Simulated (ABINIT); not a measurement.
**A GW chain in ABINIT: ZnWO4 (P2/c)**

Aim: the G0W0 gap of ZnWO4 (P2/c) on LDA, step by step.

Main program and level: ABINIT 10.8.3; LDA and many-body steps on it, plane waves.

**Experimental background.**

- Gap 3.9 eV: direct gap from absorption edge with Urbach fit (lower value of the range); optical absorption; 300 K; bulk crystal (thin cleaved platelet of Czochralski crystal, 10-30 um thick) (“Optical absorption of divalent metal tungstates: Correlation between the band-gap energy and the cation ionic radius”, 2008, arxiv:0807.2115).

### 1. Set-up

The structure is monoclinic, space group P2/c (No. 13). The conventional cell has a = 4.699 Å, b = 5.729 Å, c = 4.937 Å, α = 90.00°, β = 90.61°, γ = 90.00°. Nearest to Zn lie 6 O at 2.03 to 2.23 Å. Nearest to W lie 6 O at 1.80 to 2.14 Å. O has 2 W at 1.92 to 2.14 Å and 1 Zn at 2.03 Å nearest. Nearest to O lie 1 W at 1.80 Å and 2 Zn at 2.09 to 2.23 Å. Farther neighbours and most contacts between anions are not listed.

The cell and positions come from the Crystallography Open Database and are kept as given unless a step says otherwise. Spin-orbit coupling is left out unless a step names it.

### 2. Ground state

This step: ABINIT 10.8.3; DFT, LDA, plane waves, norm-conserving pseudopotentials.

The ground-state density comes first.

run.abi

```
acell 3*1.0 Angstrom
rprim 
  4.698600000000 0.000000000000 0.000000000000
  0.000000000000 5.729300000000 0.000000000000
  -0.052988409000 0.000000000000 4.936415614400
ntypat 3
znucl 30 74 8
natom 12
typat 1 1 2 2 3 3 3 3 3 3 3 3
xred 
  0.500000000000 0.684000000000 0.250000000000
  0.500000000000 0.316000000000 0.750000000000
  0.000000000000 0.182580000000 0.250000000000
  0.000000000000 0.817420000000 0.750000000000
  0.216900000000 0.105100000000 0.936300000000
  0.783100000000 0.105100000000 0.563700000000
  0.783100000000 0.894900000000 0.063700000000
  0.216900000000 0.894900000000 0.436300000000
  0.256500000000 0.377700000000 0.399600000000
  0.743500000000 0.377700000000 0.100400000000
  0.743500000000 0.622300000000 0.600400000000
  0.256500000000 0.622300000000 0.899600000000
pp_dirpath "pseudos"
pseudos "Zn.upf, W.upf, O.upf"
ecut 36
ngkpt 4 4 4
nshiftk 1
shiftk 0 0 0
kptopt 1
chksymbreak 0
nband 68
occopt 1
tolvrs 1e-08
nstep 60
prtwf 0
optforces 0
optstress 0
indata_prefix "in"
outdata_prefix "out"
tmpdata_prefix "tmp"
```

Run with:

```sh
OMP_NUM_THREADS=1 mpirun -n 4 abinit run.abi > log
```

Numbers of over 12 decimals in the logs are rounded to 6 here.

Log:

```text
.Version 10.8.3 of ABINIT. v10.8.2 released Aug 2026.

 Symmetries : space group P2/c (# 13); Bravais mP (primitive monocl.)
================================================================================
 Values of the parameters that define the memory need of the present run
     intxc =       0    ionmov =       0      iscf =       7    lmnmax =       8
     lnmax =       8     mgfft =      60  mpssoang =       4    mqgrid =    3001
     natom =      12  nloc_mem =       1    nspden =       1   nspinor =       1
    nsppol =       1      nsym =       4    n1xccc =    2501    ntypat =       3
    occopt =       1   xclevel =       1
-    mband =          68        mffmem =           1         mkmem =           8
       mpw =        9272          nfft =      155520          nkpt =          30
================================================================================
  Rough estimation (10% accuracy) of disk space for files :
================================================================================

--------------------------------------------------------------------------------
------------- Echo of variables that govern the present computation ------------
--------------------------------------------------------------------------------
 -outvars: echo values of preprocessed input variables --------
            acell      1.8897261259E+00  1.8897261259E+00  1.8897261259E+00 Bohr

      chksymbreak           0
             ecut      3.60000000E+01 Hartree
-          fftalg         312

              ixc       -1012
              kpt      0.00000000E+00  0.00000000E+00  0.00000000E+00
                       2.50000000E-01  0.00000000E+00  0.00000000E+00
                       5.00000000E-01  0.00000000E+00  0.00000000E+00
                       0.00000000E+00  2.50000000E-01  0.00000000E+00
                       2.50000000E-01  2.50000000E-01  0.00000000E+00
                       5.00000000E-01  2.50000000E-01  0.00000000E+00
                       0.00000000E+00  5.00000000E-01  0.00000000E+00
                       2.50000000E-01  5.00000000E-01  0.00000000E+00
                       5.00000000E-01  5.00000000E-01  0.00000000E+00
   [... 19 further rows ...]
                       2.50000000E-01  5.00000000E-01  5.00000000E-01
                       5.00000000E-01  5.00000000E-01  5.00000000E-01
         kptrlatt        4    0    0      0    4    0      0    0    4
          kptrlen      3.55162687E+01
P           mkmem           8
            natom          12
            nband          68
            ngfft          48      60      54
             nkpt          30
            nstep          60
             nsym           4
           ntypat           3
              occ      2.000000  2.000000  2.000000  2.000000  2.000000  2.000000
                       2.000000  2.000000  2.000000  2.000000  2.000000  2.000000
                       2.000000  2.000000  2.000000  2.000000  2.000000  2.000000
                       2.000000  2.000000  2.000000  2.000000  2.000000  2.000000
                       2.000000  2.000000  2.000000  2.000000  2.000000  2.000000
                       2.000000  2.000000  2.000000  2.000000  2.000000  2.000000
                       2.000000  2.000000  2.000000  2.000000  2.000000  2.000000
                       2.000000  2.000000  2.000000  2.000000  2.000000  2.000000
                       2.000000  2.000000  2.000000  2.000000  2.000000  2.000000
                       2.000000  2.000000  2.000000  2.000000  0.000000  0.000000
                       0.000000  0.000000  0.000000  0.000000  0.000000  0.000000
                       0.000000  0.000000
        optforces           0
        optstress           0
            prtwf           0
            rprim      4.6986000000E+00  0.0000000000E+00  0.0000000000E+00
[...]
spgroup          13

           tolvrs      1.00000000E-08

             xred      5.0000000000E-01  6.8400000000E-01  2.5000000000E-01
[...]
znucl       30.00000   74.00000    8.00000

================================================================================

 chkinp: Checking input parameters for consistency.

================================================================================
== DATASET  1 ==================================================================
-   mpi_nproc: 4, omp_nthreads: 1 (-1 if OMP is not activated)

--- !DatasetInfo
iteration_state: {dtset: 1, }
dimensions: {natom: 12, nkpt: 30, mband: 68, nsppol: 1, nspinor: 1, nspden: 1, mpw: 9272, }
cutoff_energies: {ecut:  36.0, pawecutdg:  -1.0, }
electrons: {nelect:   1.16000000E+02, charge:   0.00000000E+00, occopt:   1.00000000E+00, tsmear:   1.00000000E-02, }

 Real(R)+Recip(G) space primitive vectors, cartesian coordinates (Bohr,Bohr^-1):
 R(1)=  8.8790672  0.0000000  0.0000000  G(1)=  0.1126244  0.0000000  0.0012089
 R(2)=  0.0000000 10.8268079  0.0000000  G(2)=  0.0000000  0.0923633  0.0000000
 R(3)= -0.1001336  0.0000000  9.3284736  G(3)=  0.0000000  0.0000000  0.1071987
 Unit cell volume ucvol=  8.9676440E+02 bohr^3
 Angles (23,13,12)=  9.00000000E+01  9.06150000E+01  9.00000000E+01 degrees

 getcut: wavevector=  0.0000  0.0000  0.0000  ngfft=  48  60  54
         ecut(hartree)=     36.000   => boxcut(ratio)=   2.00162

[...]
--- !BeginCycle
iteration_state: {dtset: 1, }
solver: {iscf: 7, nstep: 60, nline: 4, wfoptalg: 0, }
tolerances: {tolvrs: 1.00E-08, }

     iter   Etot(hartree)      deltaE(h)  residm     vres2
 ETOT  1  -690.42984217801    -6.904E+02 2.915E-01 3.885E+04
 ETOT  2  -689.66785004613     7.620E-01 3.097E-01 7.146E+04
 ETOT  3  -700.51441466066    -1.085E+01 8.458E-02 1.060E+04
 ETOT  4  -701.03732073498    -5.229E-01 1.047E-01 7.737E+03
 ETOT  5  -701.71259956049    -6.753E-01 3.876E-02 2.004E+03
 ETOT  6  -701.80944264906    -9.684E-02 5.935E-02 1.534E+03
 ETOT  7  -701.86087911696    -5.144E-02 8.449E-03 1.069E+03
 ETOT  8  -701.90466336666    -4.378E-02 8.207E-03 7.141E+02
 ETOT  9  -701.98888174362    -8.422E-02 1.088E-02 2.320E+01
 ETOT 10  -701.99192166621    -3.040E-03 6.298E-03 1.696E-01
 ETOT 11  -701.99196218388    -4.052E-05 3.101E-03 2.724E-03
 ETOT 12  -701.99196329675    -1.113E-06 2.003E-03 6.046E-05
 ETOT 13  -701.99196331352    -1.678E-08 9.665E-04 1.907E-05
 ETOT 14  -701.99196331862    -5.097E-09 5.296E-04 2.814E-06
 ETOT 15  -701.99196331902    -3.962E-10 3.906E-04 3.910E-08
 ETOT 16  -701.99196331901     8.299E-12 3.103E-04 1.166E-09

 At SCF step   16       vres2   =  1.17E-09 < tolvrs=  1.00E-08 =>converged.

--- !ResultsGS
iteration_state: {dtset: 1, }
comment   : Summary of ground state results
lattice_vectors:
- [  8.8790672,   0.0000000,   0.0000000, ]
- [  0.0000000,  10.8268079,   0.0000000, ]
- [ -0.1001336,   0.0000000,   9.3284736, ]
lattice_lengths: [   8.87907,   10.82681,    9.32901, ]
lattice_angles: [ 90.000,  90.615,  90.000, ] # degrees, (23, 13, 12)
lattice_volume:   8.9676440E+02
convergence: {deltae:  8.299E-12, res2:  1.166E-09, residm:  3.103E-04, diffor:  0.000E+00, }
etotal    :  -7.01991963E+02
entropy   :   0.00000000E+00
fermie    :   1.92198094E-01
cartesian_stress_tensor: null
pressure_GPa: null
xred      :
- [  5.0000E-01,   6.8400E-01,   2.5000E-01, Zn]
- [  5.0000E-01,   3.1600E-01,   7.5000E-01, Zn]
- [ -9.5522E-21,   1.8258E-01,   2.5000E-01,  W]
- [ -2.8657E-20,   8.1742E-01,   7.5000E-01,  W]
- [  2.1690E-01,   1.0510E-01,   9.3630E-01,  O]
- [  7.8310E-01,   1.0510E-01,   5.6370E-01,  O]
- [  7.8310E-01,   8.9490E-01,   6.3700E-02,  O]
- [  2.1690E-01,   8.9490E-01,   4.3630E-01,  O]
- [  2.5650E-01,   3.7770E-01,   3.9960E-01,  O]
- [  7.4350E-01,   3.7770E-01,   1.0040E-01,  O]
- [  7.4350E-01,   6.2230E-01,   6.0040E-01,  O]
- [  2.5650E-01,   6.2230E-01,   8.9960E-01,  O]
cartesian_forces: null
force_length_stats: {min: null, max: null, mean: null, }

 Integrated electronic density in atomic spheres:
 ------------------------------------------------
 Atom  Sphere_radius  Integrated_density
[...]
================================================================================

 ----iterations are completed or convergence reached----

 Mean square residual over all n,k,spin=   12.226E-07; max=  31.031E-05
 reduced coordinates (array xred) for   12 atoms
[...]
0.216900000000      0.894900000000      0.436300000000
       0.256500000000      0.377700000000      0.399600000000
       0.743500000000      0.377700000000      0.100400000000
       0.743500000000      0.622300000000      0.600400000000
       0.256500000000      0.622300000000      0.899600000000
 rms dE/dt=  0.0000E+00; max dE/dt=  0.0000E+00; dE/dt below (all hartree)
    1       0.000000000000      0.000000000000      0.000000000000
    2       0.000000000000      0.000000000000      0.000000000000
    3       0.000000000000      0.000000000000      0.000000000000
    4       0.000000000000      0.000000000000      0.000000000000
    5       0.000000000000      0.000000000000      0.000000000000
    6       0.000000000000      0.000000000000      0.000000000000
    7       0.000000000000      0.000000000000      0.000000000000
    8       0.000000000000      0.000000000000      0.000000000000
    9       0.000000000000      0.000000000000      0.000000000000
   10       0.000000000000      0.000000000000      0.000000000000
[...]
cartesian coordinates (angstrom) at end:
[...]
9      1.184017     2.163957     1.972592
   10      3.488089     2.163957     0.495616
   11      3.461595     3.565343     2.963824
   12      1.157523     3.565343     4.440799
 length scales=  1.889726125908  1.889726125908  1.889726125908 bohr
              =  1.000000000000  1.000000000000  1.000000000000 angstroms
 prteigrs : about to open file out_EIG
 Fermi (or HOMO) energy (hartree) =   0.19220   Average Vxc (hartree)=  -0.44797
 Eigenvalues (hartree) for nkpt=  30  k points:
 kpt#   1, nband= 68, wtk=  0.01563, kpt=  0.0000  0.0000  0.0000 (reduced coord)
  -4.29999   -4.29999   -2.63234   -2.63232   -2.63224   -2.63222   -2.63180   -2.63180
  -2.53222   -2.53195   -1.22260   -1.22132   -1.22043   -1.21791   -1.21788   -1.21615
  -0.46916   -0.41955   -0.41413   -0.40790   -0.40691   -0.40415   -0.39423   -0.38868
  -0.03787   -0.02921   -0.01900   -0.01072   -0.00168    0.00478    0.00624    0.01179
   0.01841    0.03358    0.03659    0.04158    0.04200    0.04775    0.05482    0.05886
   0.06090    0.06352    0.08643    0.08667    0.09119    0.11134    0.11175    0.11644
   0.12272    0.12837    0.13857    0.14925    0.15475    0.16393    0.16701    0.17938
   0.18265    0.18307    0.31511    0.33182    0.33281    0.33322    0.35953    0.37025
   0.39145    0.45309    0.49832    0.50156
 prteigrs : prtvol=0 or 1, do not print more k-points.

--- !EnergyTerms
iteration_state     : {dtset: 1, }
comment             : Components of total free energy in Hartree
kinetic             :  3.13417345144220E+02
hartree             :  2.21833223975300E+02
xc                  : -1.09999020695112E+02
Ewald energy        : -4.21496732411848E+02
psp_core            :  1.63267260519622E+01
local_psp           : -6.29784619280341E+02
non_local_psp       : -9.22888861031878E+01
total_energy        : -7.01991963319007E+02
total_energy_eV     : -1.91021744554480E+04
band_energy         : -7.50496395413296E+01

== END DATASET(S) ==============================================================
================================================================================

 -outvars: echo values of variables after computation  --------
           etotal     -7.0199196332E+02
            nband          68
             nkpt          30
          spgroup          13
 [... the other variables as echoed above ...]

 Calculation completed.
```

Wall time 14 min (4 MPI ranks of Intel Xeon Platinum 8124M at 3.00GHz (Skylake/Cascade Lake), shared host); peak memory 0.69 GiB; 56 min of CPU time.

Numbers from this step:

* total energy: -19102.1745 eV
* gap: 2.882 eV
* k of the valence top: 0, 0.25, 0.25
* k of the conduction bottom: 0, 0.5, 0
* least direct gap: 2.885 eV

The gap is indirect, with the least direct gap 0.003 eV higher.

(Continued in part 2 of 3.)

[Paths, hosts, dates, memory and timing lines, banners, echoed tables and standing remarks are left out of the program output.]

[Logs are printed without paths, hosts, clocks, repeated set-up lines and the standing remarks that a program may print on its own settings, such as how far it seeks lower states.]

[Runs of the session that timed out or met a known fault of the program may be left out.]

[Hosts, paths, dates, database ids (printed as entryN), source tags and the programs' standing remarks are cut or masked in the printed files.]

[G0W0 gaps are taken among the corrected bands and points alone; a level outside them can change the order at an edge.]

[Where Ansatz stands beside ABINIT at settings called matched, ABINIT's density can come from a denser mesh and the files from another edition; pairs whose starting gaps differed by over 0.03 eV were left out, so agreement reads better than it is.]
